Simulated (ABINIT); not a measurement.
## SnH2 (Fm-3m): zone-centre phonons

Which modes does SnH2 (Fm-3m) have at the zone centre?

Calculated with ABINIT 10.8.3; DFT LDA, scalar-relativistic, plane waves, HGH norm-conserving pseudopotentials.

The structure was built from a prototype and need not be the compound's stable phase.

### Step 1. The starting structure

Symmetry: Fm-3m, No. 225, cubic system. The conventional cell has a = 5.947 Å, b = 5.947 Å, c = 5.947 Å, α = 90.00°, β = 90.00°, γ = 90.00°. Sn has 8 H at 2.57 Å nearest. Nearest to H lie 4 Sn at 2.57 Å. Farther neighbours are not listed.

### Step 2. A first look

A first run with smearing and empty bands tells whether the crystal has a gap, which decides between fixed occupations and smearing later on.

probe.abi reads:

```
# ground state
tolvrs 1.0d-08
prtden 1
prtwf 1

# basis, mesh and filling
ecut 35.0
ixc 7
ngkpt 6 6 6
nshiftk 1
shiftk 0.0 0.0 0.0
istwfk *1
occopt 7
tsmear 0.005
nband 8
nstep 100
diemac 9.0
prtebands 0
prtgsr 0

# cell and atoms
acell 7.94620745 7.94620745 7.94620745
rprim 
    0.0 0.7071067812 0.7071067812
    0.7071067812 0.0 0.7071067812
    0.7071067812 0.7071067812 0.0
ntypat 2
znucl 50 1
natom 3
typat 1 2 2
xred 
    0.0 0.0 0.0
    0.25 0.25 0.25
    0.75 0.75 0.75
pp_dirpath "./pseudo"
pseudos "Sn.hgh, H.hgh"
```

Started as:

```bash
OMP_NUM_THREADS=1 mpirun -n 2 abinit probe.abi > probe.log
```

Numbers of over 12 decimals in the logs are rounded to 6 here.

probe.abo, the main output file:

```text
[banners, grids, parts of the stress and lines that vanish by symmetry left out]
- input  file    -> probe.abi
- output file    -> probe.abo
- root for input  files -> probei
[...]
Symmetries : space group Fm -3 m (#225); Bravais cF (face-center cubic)
[...]
mpw =        3539          nfft =       91125          nkpt =          16
[...]
== DATASET  1 ==================================================================
[...]
cutoff_energies: {ecut:  35.0, pawecutdg:  -1.0, }
[...]
Exchange-correlation functional for the present dataset will be:
  LDA: Perdew-Wang 92 LSD fit to Ceperley-Alder data - ixc=7
[...]
ETOT  1  -4.631432    -4.631E+00 1.541E-02 2.112E+01
 ETOT  2  -4.637121    -5.689E-03 1.241E-03 7.765E-01
 ETOT  3  -4.637218    -9.669E-05 1.368E-04 6.204E-02
 ETOT  4  -4.637229    -1.109E-05 5.752E-05 1.692E-03
 ETOT  5  -4.637229    -1.499E-07 3.831E-05 4.587E-05
 ETOT  6  -4.637229    -1.577E-09 1.537E-05 4.598E-07
 ETOT  7  -4.637229    -1.982E-11 9.983E-06 1.411E-08
 ETOT  8  -4.637229    -1.498E-12 2.656E-06 1.108E-11
 At SCF step    8       vres2   =  1.11E-11 < tolvrs=  1.00E-08 =>converged.
[...]
sigma(1 1)=  3.40170967E-04  sigma(3 2)=  0.00000000E+00
  sigma(2 2)=  3.40170967E-04  sigma(3 1)=  0.00000000E+00
  sigma(3 3)=  3.40170967E-04  sigma(2 1)=  0.00000000E+00
[...]
convergence: {deltae: -1.498E-12, res2:  1.108E-11, residm:  2.656E-06, diffor: null, }
etotal    :  -4.63722879E+00
[...]
sigma(1 1)=  3.40170967E-04  sigma(3 2)=  0.00000000E+00
  sigma(2 2)=  3.40170967E-04  sigma(3 1)=  0.00000000E+00
  sigma(3 3)=  3.40170967E-04  sigma(2 1)=  0.00000000E+00
[...]
- sigma(1 1)=  1.00081754E+01  sigma(3 2)=  0.00000000E+00
- sigma(2 2)=  1.00081754E+01  sigma(3 1)=  0.00000000E+00
- sigma(3 3)=  1.00081754E+01  sigma(2 1)=  0.00000000E+00
[...]
fcart     -0.0000000000E+00 -0.0000000000E+00 -0.0000000000E+00
           strten      3.4017096704E-04  3.4017096704E-04  3.4017096704E-04
================================================================================

[key lines of the parts left out:]
pressure_GPa:  -1.0008E+01
```

Wall time 17 s (2 MPI ranks of AMD EPYC (Zen 3), shared host); 30 s of CPU time.

This step gave:

* volume per atom: 17.52 Å³
* pressure: -10.01 GPa
* gap on the k-mesh: 0 eV

No gap opens on this mesh, so smearing is kept; the printed pressure holds the stress of the finite basis too.

### Step 3. Rough relaxation

The typed start is rough, so a first relaxation with smearing and loose thresholds takes it towards rest cheaply.

prerelax.abi reads:

```
# relaxation
ionmov 2
optcell 2
dilatmx 1.15
chkdilatmx 0
ntime 40
tolmxf 3.0d-04
tolvrs 1.0d-10
prtwf 0
prtden 0
chksymtnons 0

# basis, mesh and filling
ecut 35.0
ecutsm 3.0
ixc 7
ngkpt 6 6 6
nshiftk 1
shiftk 0.0 0.0 0.0
istwfk *1
occopt 7
tsmear 0.005
nband 8
nstep 100
diemac 1000000.0
prtebands 0
prtgsr 0

# cell and atoms
acell 7.94620745 7.94620745 7.94620745
rprim 
    0.0 0.7071067812 0.7071067812
    0.7071067812 0.0 0.7071067812
    0.7071067812 0.7071067812 0.0
ntypat 2
znucl 50 1
natom 3
typat 1 2 2
xred 
    0.0 0.0 0.0
    0.25 0.25 0.25
    0.75 0.75 0.75
pp_dirpath "./pseudo"
pseudos "Sn.hgh, H.hgh"
```

Started as:

```bash
OMP_NUM_THREADS=1 mpirun -n 2 abinit prerelax.abi > prerelax.log
```

prerelax.abo, the main output file:

```text
[banners, grids, parts of the stress and lines that vanish by symmetry left out]
- input  file    -> prerelax.abi
- output file    -> prerelax.abo
- root for input  files -> prerelaxi
[...]
Symmetries : space group Fm -3 m (#225); Bravais cF (face-center cubic)
[...]
mpw =        5365          nfft =      125000          nkpt =          16
[...]
== DATASET  1 ==================================================================
[...]
cutoff_energies: {ecut:  35.0, pawecutdg:  -1.0, }
[...]
Exchange-correlation functional for the present dataset will be:
  LDA: Perdew-Wang 92 LSD fit to Ceperley-Alder data - ixc=7
[...]
ETOT  1  -4.630951    -4.631E+00 1.291E-02 2.825E+01
 ETOT  2  -4.636919    -5.969E-03 1.743E-03 6.448E-01
 ETOT  3  -4.636964    -4.482E-05 3.064E-04 5.413E-02
 ETOT  4  -4.636970    -5.563E-06 2.898E-04 3.429E-03
 ETOT  5  -4.636970    -1.438E-07 4.978E-05 1.799E-04
[...]
ETOT  6  -4.663539    -1.954E-14 1.950E-08 6.322E-12
 At SCF step    6       vres2   =  6.32E-12 < tolvrs=  1.00E-10 =>converged.
[...]
sigma(1 1)=  1.84373328E-07  sigma(3 2)=  0.00000000E+00
  sigma(2 2)=  1.84373328E-07  sigma(3 1)=  0.00000000E+00
  sigma(3 3)=  1.84373328E-07  sigma(2 1)=  0.00000000E+00
[...]
convergence: {deltae: -1.954E-14, res2:  6.322E-12, residm:  1.950E-08, diffor: null, }
etotal    :  -4.66353892E+00
[...]
At Broyd/MD step   7, gradients are converged :
[...]
sigma(1 1)=  1.84373328E-07  sigma(3 2)=  0.00000000E+00
  sigma(2 2)=  1.84373328E-07  sigma(3 1)=  0.00000000E+00
  sigma(3 3)=  1.84373328E-07  sigma(2 1)=  0.00000000E+00
[...]
- sigma(1 1)=  5.42445060E-03  sigma(3 2)=  0.00000000E+00
- sigma(2 2)=  5.42445060E-03  sigma(3 1)=  0.00000000E+00
- sigma(3 3)=  5.42445060E-03  sigma(2 1)=  0.00000000E+00
[...]
fcart     -0.0000000000E+00 -0.0000000000E+00 -0.0000000000E+00
           strten      1.8437332831E-07  1.8437332831E-07  1.8437332831E-07
================================================================================

[key lines of the parts left out:]
pressure_GPa:  -5.4245E-03
Total energy (etotal) [Ha]= -4.66353892288877E+00
```

Wall time 2.1 min (2 MPI ranks).

Relaxation path:

```csv
step,energy less that of the first step (eV),largest force (eV/Å),volume (Å³)
1,0.0000,0.0000,52.57
2,-0.0918,0.0000,51.04
3,-0.2423,0.0000,28.00
4,-0.6436,0.0000,40.21
5,-0.7196,0.0000,36.84
6,-0.7229,0.0000,35.93
7,-0.7230,0.0000,36.04
```

```csv
"conventional cell, symmetrised",before,after,change
a (Å),5.947,5.243,-11.8 %
b (Å),5.947,5.243,-11.8 %
c (Å),5.947,5.243,-11.8 %
volume (Å³/atom),17.52,12.01,-31.4 %
```

The relaxed structure:

```xyz
3
Lattice="0.0000 2.6217 2.6217 2.6217 0.0000 2.6217 2.6217 2.6217 0.0000" Properties=species:S:1:pos:R:3 pbc="T T T"
Sn    0.0000    0.0000    0.0000
H     1.3109    1.3109    1.3109
H     3.9326    3.9326    3.9326
```

Numbers from this step:

| Item | Value |
| --- | --- |
| volume per atom | 12.01 Å³ |
| pressure | -0.005424 GPa |

The volume changes by -31.4 % in this run and stands -31.4 % from the first cell.

### Step 4. Rough relaxation

The cell changed much, so the rough relaxation is repeated on a basis made for the new cell.

prerelax.abi: that of step 3 with these lines changed.

```diff
@@ -29,3 +29,3 @@
 # cell and atoms
-acell 7.94620745 7.94620745 7.94620745
+acell 7.006539674 7.006539674 7.006539674
 rprim
```

prerelax.abo, the main output file:

```text
[banners, grids, parts of the stress and lines that vanish by symmetry left out]
- input  file    -> prerelax.abi
- output file    -> prerelax.abo
- root for input  files -> prerelaxi
[...]
Symmetries : space group Fm -3 m (#225); Bravais cF (face-center cubic)
[...]
mpw =        3695          nfft =       91125          nkpt =          16
[...]
== DATASET  1 ==================================================================
[...]
cutoff_energies: {ecut:  35.0, pawecutdg:  -1.0, }
[...]
Exchange-correlation functional for the present dataset will be:
  LDA: Perdew-Wang 92 LSD fit to Ceperley-Alder data - ixc=7
[...]
ETOT  1  -4.657281    -4.657E+00 2.924E-02 2.453E+01
 ETOT  2  -4.663528    -6.246E-03 1.867E-03 4.525E-01
 ETOT  3  -4.663538    -1.073E-05 1.691E-04 9.815E-03
 ETOT  4  -4.663539    -4.588E-07 4.249E-05 7.316E-04
 ETOT  5  -4.663539    -3.516E-08 2.779E-05 6.737E-06
 ETOT  6  -4.663539    -2.323E-10 1.942E-05 2.174E-07
 ETOT  7  -4.663539    -5.469E-12 2.089E-05 2.294E-09
 ETOT  8  -4.663539    -9.592E-14 2.276E-05 2.521E-11
 At SCF step    8       vres2   =  2.52E-11 < tolvrs=  1.00E-10 =>converged.
[...]
sigma(1 1)=  1.84180071E-07  sigma(3 2)=  0.00000000E+00
  sigma(2 2)=  1.84180071E-07  sigma(3 1)=  0.00000000E+00
  sigma(3 3)=  1.84180071E-07  sigma(2 1)=  0.00000000E+00
[...]
convergence: {deltae: -9.592E-14, res2:  2.521E-11, residm:  2.276E-05, diffor: null, }
etotal    :  -4.66353892E+00
[...]
At Broyd/MD step   1, gradients are converged :
[...]
sigma(1 1)=  1.84180071E-07  sigma(3 2)=  0.00000000E+00
  sigma(2 2)=  1.84180071E-07  sigma(3 1)=  0.00000000E+00
  sigma(3 3)=  1.84180071E-07  sigma(2 1)=  0.00000000E+00
[...]
- sigma(1 1)=  5.41876476E-03  sigma(3 2)=  0.00000000E+00
- sigma(2 2)=  5.41876476E-03  sigma(3 1)=  0.00000000E+00
- sigma(3 3)=  5.41876476E-03  sigma(2 1)=  0.00000000E+00
[...]
fcart     -0.0000000000E+00 -0.0000000000E+00 -0.0000000000E+00
           strten      1.8418007074E-07  1.8418007074E-07  1.8418007074E-07
================================================================================

[key lines of the parts left out:]
pressure_GPa:  -5.4188E-03
Total energy (etotal) [Ha]= -4.66353892289126E+00
```

It took 16 s on 2 MPI ranks; 31 s of CPU time.

Little changed from the start: no atom moved by 0.005 Å and no cell edge by 0.1 %.

Numbers from this step:

* pressure: -0.005419 GPa

The volume changes by +0.0 % in this run and stands -31.4 % from the first cell.

### Step 5. Relaxing the cell and atoms

The harmonic expansion needs vanishing forces, and a free crystal bears no stress, so cell and atoms are brought to rest. Stress is more sensitive to the basis than forces are: the last 3 Ha under the cutoff are smoothed with ecutsm, and the cutoff is raised above that of the later runs.

relax.abi, as its differences from prerelax.abi of step 4:

```diff
@@ -3,7 +3,6 @@
 optcell 2
-dilatmx 1.15
-chkdilatmx 0
+dilatmx 1.08
 ntime 40
-tolmxf 3.0d-04
-tolvrs 1.0d-10
+tolmxf 1.0d-05
+tolvrs 1.0d-14
 prtwf 0
@@ -13,6 +12,6 @@
 # basis, mesh and filling
-ecut 35.0
+ecut 43.0
 ecutsm 3.0
 ixc 7
-ngkpt 6 6 6
+ngkpt 8 8 8
 nshiftk 1
@@ -21,3 +20,3 @@
 occopt 7
-tsmear 0.005
+tsmear 0.01
 nband 8
```

Started as:

```bash
OMP_NUM_THREADS=1 mpirun -n 2 abinit relax.abi > relax.log
```

relax.abo, the main output file:

```text
[banners, grids, parts of the stress and lines that vanish by symmetry left out]
- input  file    -> relax.abi
- output file    -> relax.abo
- root for input  files -> relaxi
[...]
Symmetries : space group Fm -3 m (#225); Bravais cF (face-center cubic)
[...]
mpw =        4156          nfft =      110592          nkpt =          29
[...]
== DATASET  1 ==================================================================
[...]
cutoff_energies: {ecut:  43.0, pawecutdg:  -1.0, }
[...]
Exchange-correlation functional for the present dataset will be:
  LDA: Perdew-Wang 92 LSD fit to Ceperley-Alder data - ixc=7
[...]
ETOT  1  -4.655524    -4.656E+00 2.106E-02 3.108E+01
 ETOT  2  -4.663891    -8.367E-03 1.538E-03 5.848E-01
 ETOT  3  -4.663906    -1.495E-05 4.340E-04 1.347E-02
 ETOT  4  -4.663907    -7.170E-07 2.646E-04 9.534E-04
 ETOT  5  -4.663907    -4.067E-08 1.084E-04 7.140E-06
[...]
At SCF step   10       vres2   =  1.02E-17 < tolvrs=  1.00E-14 =>converged.
[...]
sigma(1 1)=  1.74935339E-05  sigma(3 2)=  0.00000000E+00
  sigma(2 2)=  1.74935339E-05  sigma(3 1)=  0.00000000E+00
  sigma(3 3)=  1.74935339E-05  sigma(2 1)=  0.00000000E+00
[...]
convergence: {deltae: -1.226E-13, res2:  1.024E-17, residm:  1.198E-05, diffor: null, }
etotal    :  -4.66390665E+00
[...]
ETOT  1  -4.663912    -4.664E+00 1.141E-05 4.049E-03
[...]
At SCF step    7       vres2   =  3.01E-15 < tolvrs=  1.00E-14 =>converged.
[...]
sigma(1 1)=  1.43813711E-05  sigma(3 2)=  0.00000000E+00
  sigma(2 2)=  1.43813711E-05  sigma(3 1)=  0.00000000E+00
  sigma(3 3)=  1.43813711E-05  sigma(2 1)=  0.00000000E+00
[...]
convergence: {deltae:  3.020E-14, res2:  3.008E-15, residm:  4.679E-06, diffor: null, }
etotal    :  -4.66391275E+00
[...]
ETOT  1  -4.663917    -4.664E+00 5.308E-04 8.465E-02
[...]
ETOT  7  -4.663925    -2.487E-14 1.273E-06 5.801E-14
 ETOT  8  -4.663925     7.727E-14 1.038E-06 1.909E-16
 At SCF step    8       vres2   =  1.91E-16 < tolvrs=  1.00E-14 =>converged.
[...]
sigma(1 1)= -6.17166061E-08  sigma(3 2)=  0.00000000E+00
  sigma(2 2)= -6.17166061E-08  sigma(3 1)=  0.00000000E+00
  sigma(3 3)= -6.17166061E-08  sigma(2 1)=  0.00000000E+00
[...]
convergence: {deltae:  7.727E-14, res2:  1.909E-16, residm:  1.038E-06, diffor: null, }
etotal    :  -4.66392532E+00
[...]
At Broyd/MD step   3, gradients are converged :
[...]
sigma(1 1)= -6.17166061E-08  sigma(3 2)=  0.00000000E+00
  sigma(2 2)= -6.17166061E-08  sigma(3 1)=  0.00000000E+00
  sigma(3 3)= -6.17166061E-08  sigma(2 1)=  0.00000000E+00
[...]
- sigma(1 1)= -1.81576524E-03  sigma(3 2)=  0.00000000E+00
- sigma(2 2)= -1.81576524E-03  sigma(3 1)=  0.00000000E+00
- sigma(3 3)= -1.81576524E-03  sigma(2 1)=  0.00000000E+00
[...]
fcart     -0.0000000000E+00 -0.0000000000E+00 -0.0000000000E+00
           strten     -6.1716606120E-08 -6.1716606120E-08 -6.1716606121E-08
================================================================================

[key lines of the parts left out:]
pressure_GPa:   1.8158E-03
Total energy (etotal) [Ha]= -4.66392532191258E+00
```

It took 99 s on 2 MPI ranks.

The steps of the relaxation:

```csv
step,energy less that of the first step (eV),largest force (eV/Å),volume (Å³)
1,0.0000,0.0000,36.04
2,-0.0002,0.0000,35.98
3,-0.0005,0.0000,35.73
```

```csv
"conventional cell, symmetrised",before,after,change
a (Å),5.243,5.228,-0.3 %
b (Å),5.243,5.228,-0.3 %
c (Å),5.243,5.228,-0.3 %
volume (Å³/atom),12.01,11.91,-0.9 %
```

The relaxed structure:

```xyz
3
Lattice="0.0000 2.6141 2.6141 2.6141 0.0000 2.6141 2.6141 2.6141 0.0000" Properties=species:S:1:pos:R:3 pbc="T T T"
Sn    0.0000    0.0000    0.0000
H     1.3070    1.3070    1.3070
H     3.9211    3.9211    3.9211
```

This step gave:

```
volume per atom : 11.91 Å³
pressure        : 0.001816 GPa
```

The volume changes by -0.9 % in this run and stands -32.0 % from the first cell.

### Step 6. Ground state

First-order wavefunctions inherit every error of the ground state, hence the very tight tolvrs. Smearing stays on, as the first look found no gap above 0.3 eV.

gs.abi reads:

```
# ground state
tolvrs 1.0d-16
prtden 1
prtwf 1

# basis, mesh and filling
ecut 35.0
ixc 7
ngkpt 8 8 8
nshiftk 1
shiftk 0.0 0.0 0.0
istwfk *1
occopt 7
tsmear 0.01
nband 8
nstep 100
diemac 1000000.0
prtebands 0
prtgsr 0

# cell and atoms
acell 6.986019972 6.986019972 6.986019972
rprim 
    0.0 0.7071067812 0.7071067812
    0.7071067812 0.0 0.7071067812
    0.7071067812 0.7071067812 0.0
ntypat 2
znucl 50 1
natom 3
typat 1 2 2
xred 
    0.0 0.0 0.0
    0.25 0.25 0.25
    0.75 0.75 0.75
pp_dirpath "./pseudo"
pseudos "Sn.hgh, H.hgh"
```

Started as:

```bash
OMP_NUM_THREADS=1 mpirun -n 2 abinit gs.abi > gs.log
```

gs.abo, the main output file:

```text
[banners, grids, parts of the stress and lines that vanish by symmetry left out]
- input  file    -> gs.abi
- output file    -> gs.abo
- root for input  files -> gsi
[...]
Symmetries : space group Fm -3 m (#225); Bravais cF (face-center cubic)
[...]
mpw =        2421          nfft =       64000          nkpt =          29
[...]
== DATASET  1 ==================================================================
[...]
cutoff_energies: {ecut:  35.0, pawecutdg:  -1.0, }
[...]
Exchange-correlation functional for the present dataset will be:
  LDA: Perdew-Wang 92 LSD fit to Ceperley-Alder data - ixc=7
[...]
ETOT  1  -4.654078    -4.654E+00 1.748E-02 1.825E+01
 ETOT  2  -4.662916    -8.838E-03 6.826E-04 3.451E-01
 ETOT  3  -4.662933    -1.638E-05 2.074E-04 8.306E-03
 ETOT  4  -4.662933    -7.688E-07 1.382E-04 5.633E-04
 ETOT  5  -4.662934    -4.093E-08 3.133E-05 3.914E-06
[...]
ETOT  9  -4.662934    -1.421E-14 3.409E-05 3.749E-15
 ETOT 10  -4.662934     9.770E-15 1.773E-05 4.882E-18
 At SCF step   10       vres2   =  4.88E-18 < tolvrs=  1.00E-16 =>converged.
[...]
sigma(1 1)=  1.72848081E-05  sigma(3 2)=  0.00000000E+00
  sigma(2 2)=  1.72848081E-05  sigma(3 1)=  0.00000000E+00
  sigma(3 3)=  1.72848081E-05  sigma(2 1)=  0.00000000E+00
[...]
convergence: {deltae:  9.770E-15, res2:  4.882E-18, residm:  1.773E-05, diffor: null, }
etotal    :  -4.66293354E+00
[...]
sigma(1 1)=  1.72848081E-05  sigma(3 2)=  0.00000000E+00
  sigma(2 2)=  1.72848081E-05  sigma(3 1)=  0.00000000E+00
  sigma(3 3)=  1.72848081E-05  sigma(2 1)=  0.00000000E+00
[...]
- sigma(1 1)=  5.08536610E-01  sigma(3 2)=  0.00000000E+00
- sigma(2 2)=  5.08536610E-01  sigma(3 1)=  0.00000000E+00
- sigma(3 3)=  5.08536610E-01  sigma(2 1)=  0.00000000E+00
[...]
fcart     -0.0000000000E+00 -0.0000000000E+00 -0.0000000000E+00
           strten      1.7284808058E-05  1.7284808058E-05  1.7284808058E-05
================================================================================

[key lines of the parts left out:]
pressure_GPa:  -5.0854E-01
```

The job ended after 23 s (2 MPI ranks; 44 s of CPU time).

Numbers from this step:

* pressure: -0.5085 GPa

The cell stands at -0.51 GPa: the relaxation ran with a smoothed and higher cutoff, and the difference is a stress of the finite basis.

(Continued in part 2 of 3.)

[Host names and launcher messages were left out of these logs when they were recorded.]

[Logs are printed without paths, hosts, clocks, repeated set-up lines and the standing remarks that a program may print on its own settings, such as how far it seeks lower states.]

[Hosts, paths, dates, database ids (printed as entryN), source tags and the programs' standing remarks are cut or masked in the printed files.]
